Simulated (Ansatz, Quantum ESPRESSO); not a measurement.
# Mode couplings of Pt (Fm-3m) in a second program, part 3 of 4

Each step names its level of theory.

So far, highest frequency, solved or plainly interpolated (cm⁻¹): step 4 (phonons and couplings with ph.x: Fermi–Dirac smearing of …) 158. The relaxed cell has a = 3.971 Å (conventional setting).

### 5. Deformation potentials: PseudoDojo files, cutoff 1142.88 eV, Fermi–Dirac smearing of 0.1 eV

The exported deformation potentials allow the same Gaussian double-delta sums that other programs print.

This step: DFT PBE, scalar-relativistic, plane waves, PseudoDojo norm-conserving pseudopotentials (Ansatz 0.2.0).

Input file input.yaml:

```yaml
crystal:
  lattice:
    - [0.0, 1.985337128, 1.985337128]
    - [1.985337128, 0.0, 1.985337128]
    - [1.985337128, 1.985337128, 0.0]
  atoms:
    - { symbol: Pt, position: [0.0, 0.0, 0.0] }
kpoints:
  mp_grid: { grid: [10, 10, 10] }
hamiltonian:
  xc: pbe
  pseudopotentials: { kind: nc, accuracy: standard }
scf:
  occupations: { method: fermi_dirac, width: 0.1 }
  n_extra_bands: 10
output:
  eigenvalues: true
basis:
  ecutwfc: 1142.878
phonons:
  method: dfpt
  qmesh: [2, 2, 2]
  temperatures: { t_max: 1000, t_step: 50 }
  qpath:
    path:
      - [[0.0, 0.0, 0.0], [0.5, 0.0, 0.5], [0.625, 0.25, 0.625]]
      - [[0.375, 0.375, 0.75], [0.0, 0.0, 0.0], [0.5, 0.5, 0.5], [0.5, 0.25, 0.75], [0.5, 0.0, 0.5]]
    npoints: 10
  electron_phonon_deformation_potentials: { window_half_width: 2.5 }
```

Launch:

```bash
$ ansatz run input.yaml --threads 4 --pin off --max-ram 12288MiB --backend cpu --events-out ev --progress --plain --runs-dir out
```

Numbers of over 12 decimals in the logs are rounded to 6 here.

The program printed:

```text
Warning: basis.ecutwfc = 1142.878 eV is below the records' recommended 1142.878222 eV, and the density's cutoff is lower with it unless basis.ecutrho_ratio is high enough to keep the records' density cutoff: compare with a run at a higher cutoff
[...]
Crystal: 1 atoms, lattice volume = 15.651 Å³
Basis set: ecut = 1142.878 eV, 1363 PW (Γ), exchange–correlation on 64×64×64 points (8 copies of the dense FFT grid, shifted against one another)
Bands: 19, of which v1, the nominal top of the filled ones, is band 9 counted from 1 (8 counted from 0)
Symmetry: 48 space group operations
k-points: 47 of 1000
[...]
SCF iter   1: F=—  HF=-3553.954902 eV  |F-HF|=—  |Δ(HF+E_count)|=         —  Δρ=8.86e-2  dr2=1.10e0  ethr=3.10e-3  ⟨swp⟩=4.9  Hψ=4525  notcnv=0  defer=122
[...]
SCF iter   7: F=-3553.613669 eV  HF=-3553.613669 eV  |F-HF|=4.55e-13  |Δ(HF+E_count)|=  1.96e-10  Δρ=2.41e-7  dr2=3.03e-12  ethr=1.00e-12  ⟨swp⟩=12.2  Hψ=5534  notcnv=0
SCF 1 converged in 7 iterations: F = -3553.613669 eV  dr2 = 3.03e-12
NSCF: frozen V_eff on 47 k-points
WARN: eigensolver did not converge in 5 slots of this pass, the one above among them; of largest residual over every band (k=19): 1 band(s) unlocked (lowest unlocked band 18, counted from 0; max residual 6.82e-4 eV among the unlocked bands, 6.82e-4 eV over every band); of lowest unlocked band (k=5): band 18
[...]
DFPT response loops at q = (0, 0, 0) (fractional): preconditioner auto → Kerker (q_TF=auto, 2.793 Å⁻¹) (partly filled bands, converged f_vac=0.000); β = 1.00, the filter's whole step (`scf.mixing.beta` (0.50) is not read by the response loops under this deck's `scf.mixing.preconditioner`; to damp them name `kerker` or `kerker_dos`, under which they read `scf.mixing.beta`, and type it under 1.00, their step now; both keys bind the ground state too); Anderson in place of MSR1; while a model of the screening serves, it and β = 1 on shorter waves in the place of filter and β
[...]
SCF converged after 7 iterations
Free energy (F): -3553.613669 eV
[...]
Internal energy: -3553.554719 eV  (E = F + TS)
E sigma→0 (E₀):  -3553.584194 eV
Entropy (-TS):   -0.058950 eV (-58.950 meV/atom)
Fermi energy:    22.464262 eV
[...]
--- Band table (eV; the first three rows and the last of 47) ---
  k-point 0: bands = [... 5 lower, 18.8685, 18.8685, 18.8685, 20.9004, 20.9004, 37.1501, 41.8858, 41.8858, ... 6 higher]
  k-point 1: bands = [... 5 lower, 18.7125, 19.0110, 19.0110, 20.8297, 20.8297, 37.7046, 40.1329, 42.4515, ... 6 higher]
  k-point 2: bands = [... 5 lower, 18.4768, 19.2300, 19.2300, 20.8621, 20.8621, 37.1619, 38.7273, 43.9308, ... 6 higher]
  k-point 46: bands = [... 5 lower, 17.4510, 18.9756, 20.8037, 22.9018, 29.2367, 29.3910, 31.6670, 34.1544, ... 6 higher]
--- Phonons (Γ-DFPT): 1 representative perturbation + reference (Σ response iterations 2) ---
  ASR residual: 3.360e-5 → 0.000e0 eV/Å²; symmetrization residual: 2.033e-20 eV/Å²
  ASR residual per site (eV/Å²): 3.36e-5
  Γ frequencies (cm⁻¹): 0.00 0.00 0.00
--- Phonons (arbitrary-q DFPT): 3 irreducible q on the 2×2×2 mesh ---
  q = [0.0000, 0.0000, 0.0000] (star 1, of the zone-centre solve; hermiticity 3.38e-24, symmetrization 6.05e-16): -0.00 -0.00 -0.00
  q = [0.0000, 0.0000, -0.5000] (star 4, 1 solved perturbation in 226 linear systems a pass and spin channel, the states on 116 of 1000 k-point pairs; hermiticity 3.95e-14, symmetrization 1.18e-13): 85.49 85.49 183.14
  q = [0.0000, -0.5000, -0.5000] (star 3, 2 solved perturbations in 204 linear systems a pass and spin channel, the states on 102 of 1000 k-point pairs; hermiticity 2.14e-14, symmetrization 3.84e-14): 117.28 117.28 176.37
  sum rule: each row above includes the acoustic sum rule's correction from the zone centre's row sums; it moved no ω² by more than (0.22 cm⁻¹)²
  mesh force constants: q→R imaginary residual 0.00e0; ASR residual 3.360e-5 → 0.000e0 eV/Å²; symmetrization residual 3.553e-15 eV/Å²
  interpolated dispersion: 62 rows × 3 modes
  density of states and harmonic sums: on the 28×28×28 q-mesh, interpolated from the force constants of a 2×2×2 supercell (no non-analytic term)
  largest difference from the sums on the solved wave vectors: F 7.23e-2 eV, S 1.05e-4 and C_V 3.23e-5 eV/K
  zero-point energy: 0.022108 eV/cell   skipped modes (ω ≤ 0): 3   left out of the sums: 4.56e-5 of the cell's modes: C_V's classical limit lies that fraction below 3 k_B per atom; for a crystal, a wire or a layer, F and S can be off by more, and a phonons.interpolated_qmesh denser along its periods is the remedy for the sampling
Electron–phonon deformation potentials of 2 wavevectors written to <dir>
```

Wall time 8.3 s (4 threads of Intel Xeon Platinum 8559C (Emerald Rapids), shared host); peak memory 1.6 GiB; 29 s of CPU time.

This step gave:

| Item | Value |
| --- | --- |
| zero point energy | 0.02211 eV/cell |
| share of imaginary modes in the plain interpolation between solved wavevectors | 0 |
| highest frequency, solved or plainly interpolated | 183.1 cm⁻¹ |
| Debye temperature (second moment) | 230 K |

Allen's double-delta sum on the run's k mesh, delta = exp(-(x/sigma)^2)/(sigma sqrt(pi)); at the zone centre the sum is no linewidth. Double-delta sums:

```csv
q1,q2,q3,star,mode,omega (meV),"lambda_q, sigma 0.05 eV","lambda_q, sigma 0.1 eV","lambda_q, sigma 0.2 eV","lambda_q, sigma 0.3 eV","lambda_q, sigma 0.4 eV",half width at sigma 0.2 (meV),<D²> at sigma 0.2 ((eV/Å)²),nesting at sigma 0.2 (1/eV²)
0,0,-0.5,4,1,10.6,0.01603,0.03279,0.06868,0.08829,0.09844,0.0222,0.416,0.7927
0,0,-0.5,4,2,10.6,0.01603,0.03279,0.06868,0.08829,0.09844,0.0222,0.416,0.7927
0,0,-0.5,4,3,22.71,3.56e-6,0.003655,0.01693,0.02211,0.02373,0.0251,0.4705,0.7927
0,-0.5,-0.5,3,1,14.54,0.01066,0.1037,0.1755,0.1733,0.1553,0.1068,1.267,1.252
0,-0.5,-0.5,3,2,14.54,0.01066,0.1037,0.1755,0.1733,0.1553,0.1068,1.267,1.252
0,-0.5,-0.5,3,3,21.87,0.01159,0.05764,0.07215,0.06754,0.06305,0.09925,1.178,1.252
```

Mean over the q mesh without its centre; few wavevectors enter, so none of the widths can be taken as converged. Table of coupling constant λ, lambda by Gaussian width:

```csv
Gaussian width (eV),"coupling constant λ, lambda"
0.050,0.0324
0.100,0.153
0.200,0.270
0.300,0.291
0.400,0.286
```

Among the solved wavevectors the lowest mode, translations apart, is 85.5 cm⁻¹, so these are real on this k mesh.

### 6. Ground state with pw.x

ph.x needs a tightly converged ground state on the same k mesh; the cell is that of the step before.

This step: DFT PBE, scalar-relativistic, plane waves, PseudoDojo 0.4.1 norm-conserving pseudopotentials (Quantum ESPRESSO 7.5).

Input file pw.in:

```
 &control
    calculation='scf',
    prefix='x',
    outdir='./tmp',
    pseudo_dir='./pseudo',
    tprnfor=.true.,
    tstress=.true.,
 /
 &system
    ibrav=0,
    nat=1,
    ntyp=1,
    ecutwfc=84.0,
    ecutrho=336.0,
    occupations='smearing',
    smearing='fd',
    degauss=0.00734986,
    nbnd=16,
 /
 &electrons
    conv_thr=1.0d-11,
    mixing_beta=0.5,
 /
ATOMIC_SPECIES
 Pt    195.0840  Pt.upf
CELL_PARAMETERS angstrom
     0.000000000    1.985337128    1.985337128
     1.985337128    0.000000000    1.985337128
     1.985337128    1.985337128    0.000000000
ATOMIC_POSITIONS crystal
 Pt     0.000000000   0.000000000   0.000000000
K_POINTS automatic
 10 10 10 0 0 0
```

Launch:

```bash
$ OMP_NUM_THREADS=1 mpirun -n 4 pw.x -nk 4 -in pw.in > pw.x.log
```

The program printed:

```text
[banner, memory and clock lines left out]
Program PWSCF v.7.5

     Message from routine setup:
     using ibrav=0 with symmetry is DISCOURAGED, use correct ibrav instead

     G-vector sticks info

     bravais-lattice index     =            0
     lattice parameter (alat)  =       5.3058  a.u.
     unit-cell volume          =     105.6159 (a.u.)^3
     number of atoms/cell      =            1
     number of atomic types    =            1
     number of electrons       =        18.00
     number of Kohn-Sham states=           16
     kinetic-energy cutoff     =      84.0000  Ry
     charge density cutoff     =     336.0000  Ry
     scf convergence threshold =      1.0E-11
     mixing beta               =       0.5000
     number of iterations used =            8  plain     mixing
     Exchange-correlation= PBE
                           (   1   4   3   4   0   0   0)

     celldm(1)=   5.305766  celldm(2)=   0.000000  celldm(3)=   0.000000
     celldm(4)=   0.000000  celldm(5)=   0.000000  celldm(6)=   0.000000

     crystal axes: (cart. coord. in units of alat)
               a(1) = (   0.000000   0.707107   0.707107 )
               a(2) = (   0.707107   0.000000   0.707107 )
               a(3) = (   0.707107   0.707107   0.000000 )

     reciprocal axes: (cart. coord. in units 2 pi/alat)
               b(1) = ( -0.707107  0.707107  0.707107 )
               b(2) = (  0.707107 -0.707107  0.707107 )
               b(3) = (  0.707107  0.707107 -0.707107 )

     PseudoPot. # 1 for Pt read from file:
     ./pseudo/Pt.upf
     Pseudo is Norm-conserving + core correction, Zval = 18.0
     Using radial grid of 1374 points,  8 beta functions with:
                l(1) =   0
                l(2) =   0
                l(3) =   1
                l(4) =   1
                l(5) =   2
                l(6) =   2
                l(7) =   3
                l(8) =   3

     atomic species   valence    mass     pseudopotential
     Pt               18.00   195.08400     Pt( 1.00)

     48 Sym. Ops., with inversion, found

   Cartesian axes

     site n.     atom                  positions (alat units)
         1        Pt     tau(   1) = (   0.0000000   0.0000000   0.0000000  )

     number of k points=    47  Fermi-Dirac smearing, width (Ry)=  0.0073
                       cart. coord. in units 2pi/alat
        k(    1) = (   0.0000000   0.0000000   0.0000000), wk =   0.0020000
        k(    2) = (   0.0707107   0.0707107  -0.0707107), wk =   0.0160000
        k(    3) = (   0.1414214   0.1414214  -0.1414214), wk =   0.0160000
        k(    4) = (   0.2121320   0.2121320  -0.2121320), wk =   0.0160000
        k(    5) = (   0.2828427   0.2828427  -0.2828427), wk =   0.0160000
        k(    6) = (  -0.3535534  -0.3535534   0.3535534), wk =   0.0080000
        k(    7) = (   0.1414214  -0.0000000   0.0000000), wk =   0.0120000
        k(    8) = (   0.2121320   0.0707107  -0.0707107), wk =   0.0480000
        k(    9) = (   0.2828427   0.1414214  -0.1414214), wk =   0.0480000
        k(   10) = (   0.3535534   0.2121320  -0.2121320), wk =   0.0480000
        k(   11) = (  -0.2828427  -0.4242641   0.4242641), wk =   0.0480000
        k(   12) = (  -0.2121320  -0.3535534   0.3535534), wk =   0.0480000
        k(   13) = (  -0.1414214  -0.2828427   0.2828427), wk =   0.0480000
        k(   14) = (  -0.0707107  -0.2121320   0.2121320), wk =   0.0480000
        k(   15) = (   0.0000000  -0.1414214   0.1414214), wk =   0.0240000
        k(   16) = (   0.2828427  -0.0000000   0.0000000), wk =   0.0120000
[...]
k(   40) = (   0.0000000  -0.2828427   0.4242641), wk =   0.0480000
        k(   41) = (  -0.1414214  -0.5656854   0.7071068), wk =   0.0480000
        k(   42) = (  -0.0707107  -0.4949747   0.6363961), wk =   0.0960000
        k(   43) = (  -0.0000000  -0.4242641   0.5656854), wk =   0.0480000
        k(   44) = (  -0.7071068   0.1414214   0.0000000), wk =   0.0240000
        k(   45) = (  -0.1414214  -0.4242641   0.7071068), wk =   0.0480000
        k(   46) = (  -0.0707107  -0.3535534   0.6363961), wk =   0.0480000
        k(   47) = (  -0.7071068   0.2828427   0.0000000), wk =   0.0240000

     Dense  grid:    10969 G-vectors     FFT dimensions: (  32,  32,  32)

     Initial potential from superposition of free atoms

     starting charge      17.9998, renormalised to      18.0000
     Starting wfcs are   10 randomized atomic wfcs +    6 random wfcs

     per-process dynamical memory:    16.1 Mb

     Self-consistent Calculation

     iteration #  1     ecut=    84.00 Ry     beta= 0.50
     Davidson diagonalization with overlap
     ethr =  1.00E-02,  avg # of iterations =  5.1

     Threshold (ethr) on eigenvalues was too large:
     Diagonalizing with lowered threshold

     Davidson diagonalization with overlap
     ethr =  4.54E-04,  avg # of iterations =  1.3

     total energy              =    -261.16739661 Ry
     estimated scf accuracy    <       0.08073848 Ry

     iteration #  2     ecut=    84.00 Ry     beta= 0.50
     Davidson diagonalization with overlap
     ethr =  4.49E-04,  avg # of iterations =  2.0

     total energy              =    -261.18523768 Ry
     estimated scf accuracy    <       0.00307310 Ry

     iteration #  3     ecut=    84.00 Ry     beta= 0.50
     Davidson diagonalization with overlap
     ethr =  1.71E-05,  avg # of iterations =  3.1

     total energy              =    -261.18567344 Ry
     estimated scf accuracy    <       0.00044161 Ry

     iteration #  4     ecut=    84.00 Ry     beta= 0.50
     Davidson diagonalization with overlap
     ethr =  2.45E-06,  avg # of iterations =  2.1

     total energy              =    -261.18570306 Ry
     estimated scf accuracy    <       0.00000458 Ry

     iteration #  5     ecut=    84.00 Ry     beta= 0.50
     Davidson diagonalization with overlap
     ethr =  2.54E-08,  avg # of iterations =  2.0

     total energy              =    -261.18570434 Ry
     estimated scf accuracy    <       0.00000068 Ry

     iteration #  6     ecut=    84.00 Ry     beta= 0.50
     Davidson diagonalization with overlap
     ethr =  3.75E-09,  avg # of iterations =  1.2

     total energy              =    -261.18570437 Ry
     estimated scf accuracy    <          9.8E-09 Ry

     iteration #  7     ecut=    84.00 Ry     beta= 0.50
     Davidson diagonalization with overlap
     ethr =  5.45E-11,  avg # of iterations =  2.3

     total energy              =    -261.18570437 Ry
     estimated scf accuracy    <          4.5E-09 Ry

     iteration #  8     ecut=    84.00 Ry     beta= 0.50
     Davidson diagonalization with overlap
     ethr =  2.52E-11,  avg # of iterations =  2.0

     total energy              =    -261.18570437 Ry
     estimated scf accuracy    <          1.1E-11 Ry

     iteration #  9     ecut=    84.00 Ry     beta= 0.50
     Davidson diagonalization with overlap
     ethr =  1.00E-13,  avg # of iterations =  3.0

     End of self-consistent calculation

          k = 0.0000 0.0000 0.0000 (  1363 PWs)   bands (ev):

   -76.0705 -30.0061 -30.0061 -30.0061  12.6124  18.8686  18.8686  18.8686
    20.9005  20.9005  37.1502  41.8859  41.8859  41.8859  47.0848  53.4831

          k = 0.0707 0.0707-0.0707 (  1390 PWs)   bands (ev):

   -76.0679 -30.0461 -30.0119 -30.0119  12.9963  18.7126  19.0111  19.0111
    20.8298  20.8298  37.7046  40.1331  42.4516  42.4516  48.5016  50.7587

          k = 0.1414 0.1414-0.1414 (  1381 PWs)   bands (ev):

   -76.0611 -30.1498 -30.0271 -30.0271  14.0156  18.4769  19.2301  19.2301
    20.8622  20.8622  37.1620  38.7274  43.9309  43.9309  45.9915  48.2507

          k = 0.2121 0.2121-0.2121 (  1366 PWs)   bands (ev):

   -76.0526 -30.2764 -30.0457 -30.0457  15.0837  18.8994  19.1353  19.1353
    21.4089  21.4089  33.7228  38.2368  44.1229  44.1229  46.2475  47.0005

          k = 0.2828 0.2828-0.2828 (  1389 PWs)   bands (ev):

   -76.0458 -30.3775 -30.0607 -30.0607  15.4569  18.9091  18.9091  20.6358
    22.1412  22.1412  30.0690  37.1252  42.0027  42.0027  48.9799  48.9801

          k =-0.3536-0.3536 0.3536 (  1380 PWs)   bands (ev):

   -76.0432 -30.4158 -30.0665 -30.0665  15.4815  18.8106  18.8106  22.0947
    22.4750  22.4750  27.9962  36.7076  41.1364  41.1364  50.0174  50.0174

          k = 0.1414-0.0000 0.0000 (  1387 PWs)   bands (ev):

   -76.0671 -30.0449 -30.0211 -30.0211  13.1260  18.5485  19.1308  19.1308
    20.5481  21.0330  37.9203  40.7548  41.8715  41.8715  49.8499  50.2771

          k = 0.2121 0.0707-0.0707 (  1368 PWs)   bands (ev):

   -76.0616 -30.1219 -30.0389 -30.0325  13.9507  18.2321  19.3687  19.4183
    20.3573  21.1844  38.4393  38.9797  42.0208  42.9461  46.8436  48.4263

          k = 0.2828 0.1414-0.1414 (  1372 PWs)   bands (ev):

[...]
k = 0.3536 0.2121-0.2121 (  1379 PWs)   bands (ev):

[...]
k =-0.2828-0.4243 0.4243 (  1371 PWs)   bands (ev):

[...]
k =-0.2121-0.3536 0.3536 (  1383 PWs)   bands (ev):

[...]
k =-0.1414-0.2828 0.2828 (  1380 PWs)   bands (ev):

[...]
k =-0.0707-0.2121 0.2121 (  1373 PWs)   bands (ev):

[...]
k = 0.0000-0.1414 0.1414 (  1375 PWs)   bands (ev):

[...]
k = 0.2828-0.0000 0.0000 (  1375 PWs)   bands (ev):

[...]
k = 0.3536 0.0707-0.0707 (  1364 PWs)   bands (ev):

[...]
k = 0.4243 0.1414-0.1414 (  1364 PWs)   bands (ev):

[...]
k =-0.2121-0.4950 0.4950 (  1372 PWs)   bands (ev):

[...]
k =-0.1414-0.4243 0.4243 (  1382 PWs)   bands (ev):

[...]
k =-0.0707-0.3536 0.3536 (  1369 PWs)   bands (ev):

[...]
k = 0.0000-0.2828 0.2828 (  1372 PWs)   bands (ev):

[...]
k = 0.4243 0.0000-0.0000 (  1363 PWs)   bands (ev):

[...]
k = 0.4950 0.0707-0.0707 (  1371 PWs)   bands (ev):

[...]
k =-0.1414-0.5657 0.5657 (  1373 PWs)   bands (ev):

[...]
k =-0.0707-0.4950 0.4950 (  1375 PWs)   bands (ev):

[...]
k =-0.0000-0.4243 0.4243 (  1376 PWs)   bands (ev):

[...]
k = 0.5657-0.0000 0.0000 (  1359 PWs)   bands (ev):

[...]
k =-0.0707-0.6364 0.6364 (  1365 PWs)   bands (ev):

[...]
k = 0.0000-0.5657 0.5657 (  1374 PWs)   bands (ev):

[...]
k =-0.7071 0.0000 0.0000 (  1362 PWs)   bands (ev):

[...]
k = 0.2828 0.1414 0.0000 (  1365 PWs)   bands (ev):

[...]
k = 0.3536 0.2121-0.0707 (  1373 PWs)   bands (ev):

[...]
k =-0.2828-0.4243 0.5657 (  1381 PWs)   bands (ev):

[...]
k =-0.2121-0.3536 0.4950 (  1382 PWs)   bands (ev):

[...]
k = 0.4243 0.1414-0.0000 (  1373 PWs)   bands (ev):

[...]
k =-0.2121-0.4950 0.6364 (  1375 PWs)   bands (ev):

[...]
k =-0.1414-0.4243 0.5657 (  1377 PWs)   bands (ev):

[...]
k =-0.0707-0.3536 0.4950 (  1371 PWs)   bands (ev):

[...]
k = 0.0000-0.2828 0.4243 (  1376 PWs)   bands (ev):

[...]
k =-0.1414-0.5657 0.7071 (  1359 PWs)   bands (ev):

[...]
k =-0.0707-0.4950 0.6364 (  1372 PWs)   bands (ev):

[...]
k =-0.0000-0.4243 0.5657 (  1374 PWs)   bands (ev):

[...]
k =-0.7071 0.1414 0.0000 (  1368 PWs)   bands (ev):

   -76.0341 -30.3728 -30.1841 -30.1625  16.1169  16.5089  20.9994  21.9086
    22.9000  26.4580  30.1474  33.2207  34.0092  43.8021  45.1135  49.8248

          k =-0.1414-0.4243 0.7071 (  1364 PWs)   bands (ev):

   -76.0364 -30.3186 -30.2255 -30.1348  17.1931  17.5538  18.3788  20.9448
    22.2769  26.3912  31.4089  32.7065  35.9652  44.8413  45.5139  50.5675

          k =-0.0707-0.3536 0.6364 (  1376 PWs)   bands (ev):

   -76.0350 -30.3003 -30.2589 -30.1467  17.2487  17.8282  18.3131  20.6051
    22.5924  28.2715  29.5334  32.4995  35.1180  44.6782  46.7911  50.8710

          k =-0.7071 0.2828 0.0000 (  1384 PWs)   bands (ev):

   -76.0341 -30.3149 -30.2429 -30.1640  16.9160  17.4511  18.9757  20.8038
    22.9019  29.2368  29.3911  31.6671  34.1545  45.7554  47.6000  47.7148

     the Fermi energy is    22.4644 ev

!    total energy              =    -261.18570437 Ry
     estimated scf accuracy    <          1.3E-12 Ry
     smearing contrib. (-TS)   =      -0.00433272 Ry
     internal energy E=F+TS    =    -261.18137165 Ry

     The total energy is F=E-TS. E is the sum of the following terms:
     one-electron contribution =     -54.90180735 Ry
     hartree contribution      =      39.23501296 Ry
     xc contribution           =     -47.54057704 Ry
     ewald contribution        =    -197.97400022 Ry

     convergence has been achieved in   9 iterations

     Forces acting on atoms (cartesian axes, Ry/au):

     atom    1 type  1   force =     0.00000000    0.00000000    0.00000000

     Total force =     0.000000     Total SCF correction =     0.000000

     Computing stress (Cartesian axis) and pressure

          total   stress  (Ry/bohr**3)                   (kbar)     P=       -0.57
  -0.00000388  -0.00000000  -0.00000000           -0.57       -0.00       -0.00
  -0.00000000  -0.00000388  -0.00000000           -0.00       -0.57       -0.00
  -0.00000000  -0.00000000  -0.00000388           -0.00       -0.00       -0.57

     XML data file, charge density, pseudopotentials, collected wavefunctions
```

The job ended after 3.7 s (4 MPI ranks).

Numbers from this step:

| Property | Result |
| --- | --- |
| pressure | -0.05700 GPa |

With these potentials, mesh and smearing the cell is at -0.057 GPa.

(Part 3 of 4 ends here.)

[Logs are printed without paths, hosts, clocks, repeated set-up lines and the standing remarks that a program may print on its own settings, such as how far it seeks lower states.]

[Hosts, paths, dates, database ids (printed as entryN), source tags and the programs' standing remarks are cut or masked in the printed files.]
